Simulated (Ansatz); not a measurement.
# Phonon-limited resistivity of Rh-Ir-Rh stack of (111) layers, part 6 of 6

Wanted: the electron–phonon coupling λ, α²F(ω) and the phonon-limited resistivity of Rh-Ir-Rh stack of (111) layers, on meshes from cheap to dear.

Ansatz 0.2.0; DFT PBEsol, scalar-relativistic, plane waves, PAW; PAW set soft_1.

So far, coupling constant λ: step 6 (electron–phonon run: q 3×3×1, k 9×9×1, scattering 18×18×1) 0.371; step 7 (k-mesh 12×12×1, scattering mesh 24×24×1) 0.356. Also log mean phonon energy ħω_log (meV): step 6 17.8; step 7 17.9.

## 10. Coupling and resistivity: phonons by Fourier interpolation alone

The run is repeated with Fourier-interpolated phonons, which need no self-energy step.

Input file input.yaml:

```yaml
crystal:
  lattice:
    - [2.6571336152, 2.8249e-06, 0.0]
    - [-1.328569254, 2.3011437996, 0.0]
    - [0.0, 0.0, 32.6681001532]
  atoms:
    - { symbol: Rh, position: [0.0, 0.0, 0.1703828301] }
    - { symbol: Ir, position: [0.3333333333, 0.6666666667, 0.2362250931] }
    - { symbol: Rh, position: [0.6666666667, 0.3333333333, 0.3020673561] }
  periodic: [true, true, false]
kpoints:
  mp_grid: { grid: [18, 18, 1] }
hamiltonian:
  xc: pbesol
  pseudopotentials: { kind: paw, azcp: { folder: soft_1 }, xc_functional: pbe }
scf:
  occupations: { method: methfessel_paxton, width: 0.2 }
output:
  eigenvalues: true
phonons:
  method: dfpt
  qmesh: [6, 6, 1]
  temperatures: { t_max: 1000, t_step: 50 }
  qpath:
    path:
      - [0.0, 0.0, 0.0]
      - [0.5, 0.0, 0.0]
      - [0.33333333, 0.33333333, 0.0]
      - [0.0, 0.0, 0.0]
    npoints: 10
  electrical_resistivity:
    mesh: [24, 24, 1]
    temperatures: [20.0, 50.0, 77.0, 100.0, 150.0, 200.0, 300.0, 400.0, 600.0, 800.0]
  electron_occupations: "off"
```

Command:

```bash
> ansatz run input.yaml --threads 8 --pin off --max-ram 20480MiB --backend cpu --events-out ev --progress --plain --runs-dir out
```

What it wrote:

```text
[the first part of the log is left out]
  E_aug_tail   = 0.000371  (compensation charges beyond the density's cutoff)
  E_ewald      = 110445.272565
  E_core_change = 0.817749  (= ΣΔE_core)
  E_smearing   = 0.006875  (= −TS)
  E_closure    = 0.000000  (closes the sum)
  Σ components = -24476.167976   (vs F -24476.167976, Δ=0.00e0)
--- Band table (eV; the first three rows and the last of 37) ---
  k-point 0: bands = ["-98.2340", "-83.7951", "-83.7947", "-55.0616", "-54.6573", "-54.6573", "-51.6638", "-51.6231", "-51.3833", "-51.3833", "-51.3824", "-51.3824", "-14.9929", "-12.0022", "-11.3697", "-9.0664", "-9.0664", "-8.8089", "-8.3335", "-8.1996", "-8.1996", "-7.8417", "-7.8417", "-6.2087", "-6.2087", "-5.8780", "-5.7271", "-5.7271", "-4.6336", "-4.6336", "-4.5607", "-0.1742 (-0.2001°)", "-0.0696 (-0.1155°)", "0.9042", "1.0077", "2.5279"]
  k-point 1: bands = ["-98.2322", "-83.7924", "-83.7921", "-55.0579", "-54.6812", "-54.6630", "-51.6606", "-51.6214", "-51.4027", "-51.4021", "-51.3880", "-51.3870", "-14.8613", "-11.9063", "-11.2644", "-9.1908", "-8.9639", "-8.7955", "-8.5671", "-8.1400", "-8.0688", "-7.8868", "-7.7561", "-6.4266", "-6.2726", "-6.1856", "-5.7091", "-5.4233", "-5.1463", "-4.6230", "-3.6571", "-0.0875 (-0.1133°)", "0.0282 (-0.0202°)", "0.9893", "1.1026", "2.6070"]
  k-point 2: bands = ["-98.2271", "-83.7848", "-83.7845", "-55.0474", "-54.7497", "-54.6791", "-51.6514", "-51.6168", "-51.4588", "-51.4578", "-51.4014", "-51.4003", "-14.4828", "-11.6420", "-10.9812", "-9.5013", "-8.9514", "-8.7519", "-8.6654", "-8.0405", "-7.9819", "-7.9596", "-7.5043", "-6.8939", "-6.4361", "-6.3962", "-5.7887", "-5.6897", "-4.5960", "-4.5248", "-2.6514", "0.1705 (0.1456°)", "0.3216 (0.2649°)", "1.2429", "1.3875", "2.8414"]
  k-point 36: bands = ["-98.1675", "-83.6954", "-83.6954", "-55.1922", "-55.1922", "-54.9249", "-51.8310", "-51.8264", "-51.8264", "-51.8166", "-51.5543", "-51.5543", "-10.8521", "-10.8521", "-10.6181", "-10.1077", "-10.1077", "-8.4814", "-7.9182", "-7.9182", "-7.9151", "-7.8945", "-6.5615", "-6.5615", "-5.2532", "-5.2532", "-4.6423", "0.8431", "2.2642", "2.2642", "2.9115", "4.0834", "4.0834", "5.4398", "5.4398", "5.8632"]
  ° read free of the cell's end (the report's vacuum.weakly_bound_levels)
--- Phonons (Γ-DFPT): 6 representative perturbations + reference (Σ response iterations 35) ---
  ASR residual: 6.970e-5 → 0.000e0 eV/Å²; symmetrization residual: 7.453e-7 eV/Å²
  The last average, over the group as it would stand without the narrowing to the FFT grids, took up to 2.509e-8 eV/Å² of the zone centre's force constants
  ASR residual per site (eV/Å²): 6.97e-5 4.66e-5 6.97e-5
  Γ frequencies (cm⁻¹): 0.00 0.00 0.00 84.05 84.05 130.44 130.44 177.01 230.96
--- Phonons (arbitrary-q DFPT): 7 irreducible q on the 6×6×1 mesh ---
  q = [0.0000, 0.0000, 0.0000] (star 1, of the zone-centre solve; hermiticity 5.05e-8, symmetrization 1.91e-8, taken by the last average 1.29e-9): -0.00 0.00 0.00 84.05 84.05 130.44 130.44 177.01 230.96
  q = [0.0000, 0.1667, 0.0000] (star 6, 9 solved perturbations in 2457 linear systems a pass and spin channel, the states on 324 of 324 k-point pairs; hermiticity 6.62e-8, symmetrization 1.76e-8, taken by the last average 6.43e-9): 47.63 74.79 111.68 117.87 145.66 153.96 158.88 191.93 214.98
  q = [0.0000, 0.3333, 0.0000] (star 6, 9 solved perturbations in 2457 linear systems a pass and spin channel, the states on 324 of 324 k-point pairs; hermiticity 1.61e-8, symmetrization 7.85e-9, taken by the last average 2.95e-9): 90.92 113.99 137.77 147.23 163.39 180.15 197.60 215.32 218.77
  q = [0.0000, -0.5000, 0.0000] (star 3, 9 solved perturbations in 1257 linear systems a pass and spin channel, the states on 164 of 324 k-point pairs; hermiticity 2.06e-8, symmetrization 3.98e-9, taken by the last average 2.62e-9): 104.07 139.43 156.36 171.65 175.62 193.16 219.90 221.44 234.03
  q = [0.1667, 0.1667, 0.0000] (star 6, 6 solved perturbations in 1485 linear systems a pass and spin channel, the states on 324 of 324 k-point pairs; hermiticity 2.86e-8, symmetrization 5.56e-11, taken by the last average 6.10e-9): 86.24 129.74 138.16 154.48 163.68 183.98 186.18 210.31 210.87
  q = [0.1667, 0.3333, 0.0000] (star 12, 9 solved perturbations on 324 of 324 k-point pairs: no pair is spared here; hermiticity 2.16e-8, symmetrization 0.00e0, taken by the last average 3.33e-9): 105.08 144.98 159.18 164.67 171.90 191.75 202.59 214.35 225.15
  q = [0.3333, 0.3333, 0.0000] (star 2, 6 solved perturbations in 1164 linear systems a pass and spin channel, the states on 324 of 324 k-point pairs; hermiticity 1.93e-8, symmetrization 6.08e-9, taken by the last average 7.12e-9): 124.59 152.11 152.11 163.83 178.98 178.98 181.77 209.22 209.22
  sum rule: each row above includes the acoustic sum rule's correction from the zone centre's row sums; it moved no ω² by more than (0.43 cm⁻¹)²
  mesh force constants: q→R imaginary residual 1.20e-18; ASR residual 6.970e-5 → 0.000e0 eV/Å²; symmetrization residual 1.776e-14 eV/Å²
  interpolated dispersion: 31 rows × 9 modes
  density of states and harmonic sums: on the 30×30×1 q-mesh, interpolated from the force constants of a 6×6×1 supercell (no non-analytic term)
  largest difference from the sums on the solved wave vectors: F 2.06e-2 eV, S 2.63e-5 and C_V 5.74e-6 eV/K
  zero-point energy: 0.090716 eV/cell   skipped modes (ω ≤ 0): 5, of them read as no rigid motion or as one in doubt: 2 (1.333e-2 modes/cell left out, lowest -6.16 cm⁻¹)   left out of the sums: 1.85e-3 of the cell's modes: C_V's classical limit lies that fraction below 3 k_B per atom; for a crystal, a wire or a layer, F and S can be off by more, and a phonons.interpolated_qmesh denser along its periods is the remedy for the sampling
Error: electrical resistivity: the mode of lowest frequency at the wavevector [0.0000, 0.0417, 0.0000] is imaginary, -6.69 cm⁻¹ (written negative): every mode at the wavevectors of the force constants' own supercell is real, and this one is interpolated between them; take force constants of more repeats (phonons.supercell, under dfpt phonons.qmesh), or, with a block electrical_resistivity or superconductivity, name a file of force constants under which the crystal is stable (phonons.electron_phonon_force_constants)
The harmonic force constants that this run solved are whole in <dir>
```

Wall time 20 min (8 threads of Arm Neoverse V2, shared host); peak memory 4.3 GiB.

The run ended with an error.

The program's message: “electrical resistivity: the mode of lowest frequency at the wavevector [0.0000, 0.0417, 0.0000] is imaginary, -6.69 cm⁻¹ (written negative): every mode at the wavevectors of the force constants' own s …”

The run stops because a mode is imaginary on the scattering mesh, where no scattering rate is defined; denser k meshes, other smearings and, between solved wavevectors, finer q meshes show whether the instability is real.

## 11. The variants together

Series, by row:

```
run  change                                   level of theory  method  q mesh or supercell   k mesh  scattering mesh               smearing  N(E_F) (states/eV/spin)  lambda  omega_log (meV)  rho 300 K, whole cell (μΩ cm)  core-minutes  wall (s)
  b       -  PBEsol, scalar-relativistic, PAW; PAW set soft_1    dfpt                3x3x1    9x9x1          18x18x1  methfessel_paxton 0.2                    2.106  0.3706            17.76                          29.07            19       150
  c       -  PBEsol, scalar-relativistic, PAW; PAW set soft_1    dfpt                3x3x1  12x12x1          24x24x1  methfessel_paxton 0.2                    1.964  0.3561            17.89                          28.49            29       230
```

## 12. Results

```json
{"run": "PBEsol, q 3×3×1, k 12×12×1, scattering 24×24×1", "coupling constant λ": "0.356", "log mean phonon energy ħω_log": "17.9 meV", "states at the Fermi level": "1.96 states/eV/spin/cell", "sheet resistance at 300 K": "87.2 Ω per square", "change between its two finest scattering meshes": "λ 1 %", "time of that run": "3.9 min", "mean coupling λ at the supercell's wavevectors, PBEsol, k 12×12×1, width 0.298 eV": "0.390"}
```

On the last rung that gave a resistivity at the base settings (q 3×3×1, k 12×12×1, scattering 24×24×1), Rh-Ir-Rh stack of (111) layers has λ = 0.36 and a phonon-limited sheet resistance of 87.2 Ω per square at 300 K. Couplings at a small supercell's wavevectors rest on few pairs of levels; they show trends and are no converged coupling constant. The coupling constant from the curve is λ = 0.36; modes below 19.1 meV give half. The coupling is moderate (λ = 0.36), so phonons raise the electrons' mass at the Fermi surface by about 36 %. A finer rung stopped at an imaginary mode of its scattering step, so the stability of the lattice, and with it these numbers, is not settled. Values of ρ(T) under 50 K rest on the softest modes, mostly interpolated ones, and are the least sure of the table. The high-temperature form ρ = 2π k_B T λ_tr/(ħ ε₀ ω_p²) gives 29.4 μΩ cm along x at 300 K, against 28.5 from the Boltzmann equation. The three lowest branches give 47 % of λ. In the run quoted no mode is imaginary at the wavevectors of the 3×3×1 mesh; another run of the session found or stopped at an imaginary mode. Only scattering by harmonic phonons counts; impurities, grain boundaries and thermal expansion are left out. The resistivity belongs to the whole cell, vacuum included; the sheet resistance is the quantity that does not depend on the vacuum. Spin–orbit coupling, left out here, matters for Ir. The PAW files were made for PBE; under other functionals the run regenerates their frozen core. The c of the given cell is the typed one; the program laid its own vacuum and ran the layer in a cell 32.7 Å high. The structure was built by hand as an ordered model, and its stability against other phases was not tested.

[Logs are printed without paths, hosts, clocks, repeated set-up lines and the standing remarks that a program may print on its own settings, such as how far it seeks lower states.]

[Hosts, paths, dates, database ids (printed as entryN), source tags and the programs' standing remarks are cut or masked in the printed files.]
